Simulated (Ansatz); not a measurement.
## Tc of Tl (P6_3/mmc) from its phonons

What Tc do the phonons of Tl (P6_3/mmc) give, and how does it depend on μ*? The cell shown first is a relaxed one, from steps not shown here.

Calculated with Ansatz 0.2.0; DFT PBE, scalar-relativistic, plane waves, PAW.

The experiments to compare with:

“List of superconductors” (2026, Wikipedia's table of superconducting elements, as read in December) quotes from earlier work for Tl (bulk crystal): superconducting transition temperature (bulk, normal pressure) 2.39 K.

## 1. The cell after earlier relaxation steps

The structure is hexagonal, space group P6_3/mmc (No. 194). The conventional cell has a = 3.571 Å, b = 3.571 Å, c = 5.671 Å, α = 90.00°, β = 90.00°, γ = 120.00°. Tl has 12 Tl at 3.51 to 3.57 Å nearest.

## 2. Electron–phonon run: q 3×3×2, k 12×12×6, scattering 18×18×12

The run that gives the couplings also evaluates McMillan's and Allen and Dynes's formulas and, where asked, the Eliashberg equations, over a range of μ*.

File input.yaml:

```yaml
crystal:
  lattice:
    - [3.5706992974, 0.0, 0.0]
    - [-1.7853496487, 3.0923163008, 0.0]
    - [0.0, 0.0, 5.6710929796]
  atoms:
    - { symbol: Tl, position: [0.3333333333, 0.6666666667, 0.25] }
    - { symbol: Tl, position: [0.6666666667, 0.3333333333, 0.75] }
kpoints:
  mp_grid: { grid: [12, 12, 6] }
hamiltonian:
  xc: pbe
scf:
  occupations: { method: methfessel_paxton, width: 0.2 }
output:
  eigenvalues: true
phonons:
  method: dfpt
  qmesh: [3, 3, 2]
  temperatures: { t_max: 1000, t_step: 50 }
  qpath:
    path:
      - [[0.0, 0.0, 0.0], [0.5, 0.0, 0.0], [0.33333333, 0.33333333, 0.0], [0.0, 0.0, 0.0], [0.0, 0.0, 0.5], [0.5, 0.0, 0.5], [0.33333333, 0.33333333, 0.5], [0.0, 0.0, 0.5]]
      - [[0.5, 0.0, 0.5], [0.5, 0.0, 0.0]]
    npoints: 6
  electrical_resistivity:
    mesh: [18, 18, 12]
    temperatures: [20.0, 50.0, 80.0, 100.0, 150.0, 200.0, 273.0, 300.0, 400.0, 500.0, 600.0, 800.0]
  superconductivity: { mesh: [18, 18, 12] }
```

Launch:

```sh
ansatz run input.yaml --threads 16 --pin off --max-ram 122880MiB --backend cuda --events-out ev --progress --plain --runs-dir out
```

Numbers of over 12 decimals in the logs are rounded to 6 here.

The program printed:

```text
Engine: ansatz 0.2.0, aarch64-unknown-linux-gnu
Pseudopotentials: kind: paw
Pseudopotential: Tl, paw, valence charge 13, recommended cutoff 420 eV (normal), Tl.paw.azcp
Functional definition: PBE
  parameter kappa = 0.804
  parameter beta = 0.066725
  exchange = pbe_x(kappa = kappa, mu = beta*pi^2/3)
  correlation = pbe_c(beta = beta)
[...]
Crystal: 2 atoms, lattice volume = 62.619 Å³
Basis set: ecut = 420 eV, 1213 PW (Γ), exchange–correlation on 48×48×80 points (8 copies of the dense FFT grid, shifted against one another)
Bands: 17, of which v1, the nominal top of the filled ones, is band 13 counted from 1 (12 counted from 0)
Symmetry: 24 space group operations
k-points: 76 of 864
Non-local potential: Tl, projectors of the file, l = 0: 2, l = 1: 2, l = 2: 2, l = 3: 1
PAW form: soft (Blöchl's): semilocal exchange-correlation on the pseudo side does not see the compensation charge
PAW one-centre angular grid: Tl, 590 points (default); XC on 64 Gauss nodes
Initial density: superposition of atomic densities (neutral atoms: chi_scale 0, normalization atom), corrected by the library's trained network
Initial wavefunctions: pseudopotential atomic-orbital guess
[...]
Functional: x = pbe(κ = 0.804, μ = 0.219515), c = pbe(β = 0.066725)
SCF iter   1: F=—  HF=-22888.310752 eV  |F-HF|=—  |Δ(HF+E_count)|=         —  Δρ=6.99e-4  dr2=3.99e-4  ethr=1.77e-3  ⟨swp⟩=4.9  Hψ=5913  notcnv=0
preconditioner: auto → Kerker (q_TF=auto, 2.357 Å⁻¹)  [metal: Δε(μ)=0.096 eV  Ē_g=13.415 eV  σ=0.200 eV  W_gap=0.39  n_scr=22 (ndim 8)  ℏωp=23.9 eV  f_vac=0.000  D(μ)=0.65/eV (n_scr^D=2)]
SCF iter   2: F=—  HF=-22888.311370 eV  |F-HF|=—  |Δ(HF+E_count)|=   6.19e-4  S|Δr|=    0.00e0  Δρ=4.64e-4  dr2=1.99e-4  ethr=1.53e-6  ⟨swp⟩=2.0  Hψ=2746  notcnv=0
[...]
SCF iter   9: F=-22888.311485 eV  HF=-22888.311485 eV  |F-HF|=7.28e-12  |Δ(HF+E_count)|=  7.28e-12  S|Δr|=    0.00e0  Δρ=3.20e-8  dr2=5.39e-13  ethr=1.00e-12  ⟨swp⟩=4.9  Hψ=5374  notcnv=0
SCF 1 converged in 9 iterations: F = -22888.311485 eV  dr2 = 5.39e-13
  greatest PAW one-centre occupation: 0.963 electrons in one spin orbital (limit 2), on the Tl atom at site 0 (counted from 0), in its partial waves of l = 2
[...]
NSCF: frozen V_eff on 76 k-points, pencils in batches of 32, up to order 68
[...]
NSCF: frozen V_eff on 76 k-points
[...]
DFPT response loops at q = (0, 0, 0) (fractional): preconditioner auto → Kerker (q_TF=auto, 2.357 Å⁻¹) (partly filled bands, converged f_vac=0.000); β = 1.00, the filter's whole step (`scf.mixing.beta` (0.50) is not read by the response loops under this deck's `scf.mixing.preconditioner`; to damp them name `kerker` or `kerker_dos`, under which they read `scf.mixing.beta`, and type it under 1.00, their step now; both keys bind the ground state too); Anderson in place of MSR1; while a model of the screening serves, it and β = 1 on shorter waves in the place of filter and β
[...]
NSCF: frozen V_eff on 76 k-points
[...]
DFPT response loops at q = (0, 0, -0.5) (fractional): mixed as the last ones told, above
[...]
DFPT response loops at q = (0, 0.333333, 0) (fractional): mixed as the last ones told, above
[...]
DFPT response loops at q = (0, 0.333333, -0.5) (fractional): mixed as the last ones told, above
[...]
DFPT response loops at q = (0.333333, 0.333333, 0) (fractional): mixed as the last ones told, above
[...]
DFPT response loops at q = (0.333333, 0.333333, -0.5) (fractional): mixed as the last ones told, above
[...]
SCF iter   1: F=—  HF=-22888.310752 eV  |F-HF|=—  |Δ(HF+E_count)|=         —  Δρ=6.99e-4  dr2=3.99e-4  ethr=1.77e-3  ⟨swp⟩=4.9  Hψ=5913  notcnv=0
SCF iter   2: F=—  HF=-22888.311370 eV  |F-HF|=—  |Δ(HF+E_count)|=   6.19e-4  S|Δr|=    0.00e0  Δρ=4.64e-4  dr2=1.99e-4  ethr=1.53e-6  ⟨swp⟩=2.0  Hψ=2746  notcnv=0
SCF iter   3: F=—  HF=-22888.311437 eV  |F-HF|=—  |Δ(HF+E_count)|=   6.70e-5  S|Δr|=    0.00e0  Δρ=9.28e-5  dr2=8.84e-6  ethr=7.66e-7  ⟨swp⟩=2.0  Hψ=1521  notcnv=0
SCF iter   4: F=—  HF=-22888.311389 eV  |F-HF|=—  |Δ(HF+E_count)|=   4.78e-5  S|Δr|=    0.00e0  Δρ=3.05e-5  dr2=5.44e-7  ethr=3.40e-8  ⟨swp⟩=2.6  Hψ=2248  notcnv=0
[...]
SCF 2 converged in 9 iterations: F = -22888.311485 eV  dr2 = 5.39e-13
[...]
SCF converged after 9 iterations
[...]
Hall coefficient in a weak field at 50 K (a third of the trace): -1.140e-10 m³/C (as a tensor it moves by 3.8 % between the two finest meshes); by each state's relaxation time: -9.503e-11 m³/C; by a constant relaxation time: -1.211e-10 m³/C
  mean free path at 80 K (of a tensor a third of its trace): 24.4 nm by what each carries, 22.3 by the Fermi surface alone
  Hall coefficient in a weak field at 80 K (a third of the trace): -1.140e-10 m³/C (as a tensor it moves by 2.5 % between the two finest meshes); by each state's relaxation time: -9.361e-11 m³/C; by a constant relaxation time: -1.207e-10 m³/C
  mean free path at 100 K (of a tensor a third of its trace): 19.2 nm by what each carries, 17.6 by the Fermi surface alone
  Hall coefficient in a weak field at 100 K (a third of the trace): -1.141e-10 m³/C (as a tensor it moves by 2.2 % between the two finest meshes); by each state's relaxation time: -9.338e-11 m³/C; by a constant relaxation time: -1.207e-10 m³/C
  mean free path at 150 K (of a tensor a third of its trace): 12.6 nm by what each carries, 11.6 by the Fermi surface alone
  Hall coefficient in a weak field at 150 K (a third of the trace): -1.142e-10 m³/C (as a tensor it moves by 2.3 % between the two finest meshes); by each state's relaxation time: -9.334e-11 m³/C; by a constant relaxation time: -1.208e-10 m³/C
  mean free path at 200 K (of a tensor a third of its trace): 9.42 nm by what each carries, 8.63 by the Fermi surface alone
  Hall coefficient in a weak field at 200 K (a third of the trace): -1.144e-10 m³/C (as a tensor it moves by 3.6 % between the two finest meshes); by each state's relaxation time: -9.347e-11 m³/C; by a constant relaxation time: -1.209e-10 m³/C
  mean free path at 273 K (of a tensor a third of its trace): 6.87 nm by what each carries, 6.29 by the Fermi surface alone
  Hall coefficient in a weak field at 273 K (a third of the trace): -1.144e-10 m³/C (as a tensor it moves by 5.5 % between the two finest meshes); by each state's relaxation time: -9.364e-11 m³/C; by a constant relaxation time: -1.209e-10 m³/C
  mean free path at 300 K (of a tensor a third of its trace): 6.24 nm by what each carries, 5.72 by the Fermi surface alone
  Hall coefficient in a weak field at 300 K (a third of the trace): -1.144e-10 m³/C (as a tensor it moves by 6.1 % between the two finest meshes); by each state's relaxation time: -9.368e-11 m³/C; by a constant relaxation time: -1.209e-10 m³/C
  mean free path at 400 K (of a tensor a third of its trace): 4.65 nm by what each carries, 4.27 by the Fermi surface alone
  Hall coefficient in a weak field at 400 K (a third of the trace): -1.143e-10 m³/C (as a tensor it moves by 7.5 % between the two finest meshes); by each state's relaxation time: -9.373e-11 m³/C; by a constant relaxation time: -1.207e-10 m³/C
  mean free path at 500 K (of a tensor a third of its trace): 3.70 nm by what each carries, 3.40 by the Fermi surface alone
  Hall coefficient in a weak field at 500 K (a third of the trace): -1.140e-10 m³/C (as a tensor it moves by 8.0 % between the two finest meshes); by each state's relaxation time: -9.368e-11 m³/C; by a constant relaxation time: -1.204e-10 m³/C
  mean free path at 600 K (of a tensor a third of its trace): 3.07 nm by what each carries, 2.82 by the Fermi surface alone
  Hall coefficient in a weak field at 600 K (a third of the trace): -1.136e-10 m³/C (as a tensor it moves by 8.0 % between the two finest meshes); by each state's relaxation time: -9.361e-11 m³/C; by a constant relaxation time: -1.201e-10 m³/C
  mean free path at 800 K (of a tensor a third of its trace): 2.27 nm by what each carries, 2.10 by the Fermi surface alone
  Hall coefficient in a weak field at 800 K (a third of the trace): -1.129e-10 m³/C (as a tensor it moves by 7.6 % between the two finest meshes); by each state's relaxation time: -9.360e-11 m³/C; by a constant relaxation time: -1.197e-10 m³/C
  the resistivity times a path that all electrons share, by the Fermi surface of the deck's mesh alone (a third of the trace): 1.188e-15 Ω·m²
  not converged in the mesh (λ; λ_tr; the resistivity at 20 K by 16.04 %; the resistivity at 50 K by 16.43 %; the resistivity at 80 K by 16.49 %; the resistivity at 100 K by 16.47 %; the resistivity at 150 K by 16.31 %; the resistivity at 200 K by 16.08 %; the resistivity at 273 K by 15.68 %; the resistivity at 300 K by 15.53 %; the resistivity at 400 K by 14.96 %; the resistivity at 500 K by 14.42 %; the resistivity [...]
  vibrations of 18 cells: unjudged by the run; compare a larger repeat
  the changes of the potential over all sites missed a rigid shift's by 0.00 % (the site terms' by 0.00 %)
  at the force constants' own smearing the fine mesh and the k-points of their solves give squared frequencies that differ by 20.7 % of the larger at the most, at (0, 0.3333, 0)
--- Superconductivity: potentials and phonons of a 3×3×2 supercell ---
           mesh         λ    ħω_log (meV)  μ* declared at (meV)
       18×18×12    1.0301           3.854                4.633
          9×9×6    1.1238           3.872                4.642
  λ by the species' shares of the modes' patterns: Tl 1.0301
  with the Fermi level up to 9.6 meV (the hardest mode) off, states and modes as they are: density of states 0.4400 to 0.4434 /eV of one spin and cell, λ 1.0252 to 1.0359
  transition temperature on the deck's mesh (K), isotropic and anisotropic, restricted to the Fermi surface (FSR) and over the full bandwidth (FBW), and the last with the density of states resolved in a narrower window:
        μ*   McMillan   Allen–Dynes      iso. FSR      iso. FBW    aniso. FSR    aniso. FBW  narrow window
      0.08      3.560         3.832         3.712         3.712         3.756         3.756          3.756
      0.10      3.257         3.483         3.325         3.325         3.371         3.371          3.371
      0.12      2.960         3.147         2.956         2.957         3.004         3.004          3.004
      0.13      2.813         2.983         2.779         2.779         2.828         2.828          2.828
      0.14      2.668         2.823         2.607         2.607         2.656         2.656          2.656
      0.16      2.384         2.511         2.278         2.278         2.328         2.329          2.329
      0.20      1.845         1.929         1.685         1.686         1.737         1.737          1.737
  isotope coefficients −∂ln Tc/∂ln M under μ* = 0.13, the force constants as they are, of the isotropic transitions restricted to the Fermi surface and over the full bandwidth: Tl 0.447 and 0.447
  gaps at the Fermi level over the full bandwidth under μ* = 0.1, 0.843 K: 0.404 to 0.709 meV
  gaps at the Fermi level over the full bandwidth under μ* = 0.13, 0.707 K: 0.320 to 0.595 meV
  gaps at the Fermi level over the full bandwidth under μ* = 0.16, 0.582 K: 0.248 to 0.491 meV
  not converged in the mesh (λ, the transition temperature): between neighbouring meshes, the two finest first, λ moves by 9.10 % and the anisotropic transition temperature over the full bandwidth at μ* = 0.13 by 17.40 %; converged means that the two finest part by at most 2.00 % and 5.00 %
  vibrations of 18 cells: unjudged by the run; compare a larger repeat
  the changes of the potential over all sites missed a rigid shift's by 0.00 % (the site terms' by 0.00 %)
  at the force constants' own smearing the fine mesh and the k-points of their solves give squared frequencies that differ by 20.7 % of the larger at the most, at (0, 0.3333, 0)
```

Run time: 43 s. Hardware: 1 × NVIDIA GB200 with 16 threads of Arm Neoverse V2, shared host; peak memory 4.3 GiB.

Numbers from this step:

* volume per atom: 31.31 Å³/atom
* metallic on mesh: yes
* gap on the k-mesh: 0 eV
* zero-point energy: 0.01600 eV/cell
* share of imaginary modes in the plain interpolation between solved wavevectors: 0
* highest frequency, solved or plainly interpolated: 82.4 cm⁻¹
* Debye temperature (second moment): 86 K
* resistivity at 300 K: 20.78 μΩ cm, mean of the axes
* coupling constant λ: 1.03
* density of states at the Fermi level: 0.4415 states/eV a spin and cell
* log mean phonon energy ħω_log: 3.854 meV
* transport coupling constant λ_tr: 0.8743, 0.8743, 0.8815 (xx, yy, zz)
* Drude plasma energy: 6.773, 6.773, 7.96 eV (xx, yy, zz)
* resistivity times mean free path: 13.05, 13.05, 9.55 × 10⁻¹⁶ Ω m² (xx, yy, zz)
* second-moment phonon energy ħω₂: 4.633 meV
* coupling λ by branch: 0.32, 0.226, 0.158, 0.143, 0.104, 0.0786 (branches by rank of frequency)

Transition temperatures:

```
  μ*  McMillan Tc (K)  Allen–Dynes Tc (K)  isotropic Fermi-surface Tc (K)  isotropic full bandwidth Tc (K)  anisotropic Fermi-surface Tc (K)  anisotropic full bandwidth Tc (K)  anisotropic narrow window Tc (K)
0.08             3.56                3.83                            3.71                             3.71                              3.76                               3.76                              3.76
 0.1             3.26                3.48                            3.33                             3.33                              3.37                               3.37                              3.37
0.12             2.96                3.15                            2.96                             2.96                                 3                                  3                                 3
0.13             2.81                2.98                            2.78                             2.78                              2.83                               2.83                              2.83
0.14             2.67                2.82                            2.61                             2.61                              2.66                               2.66                              2.66
0.16             2.38                2.51                            2.28                             2.28                              2.33                               2.33                              2.33
 0.2             1.84                1.93                            1.69                             1.69                              1.74                               1.74                              1.74
```

(Continued in part 2 of 2.)

[Logs are printed without paths, hosts, clocks, repeated set-up lines and the standing remarks that a program may print on its own settings, such as how far it seeks lower states.]

[Hosts, paths, dates, database ids (printed as entryN), source tags and the programs' standing remarks are cut or masked in the printed files.]
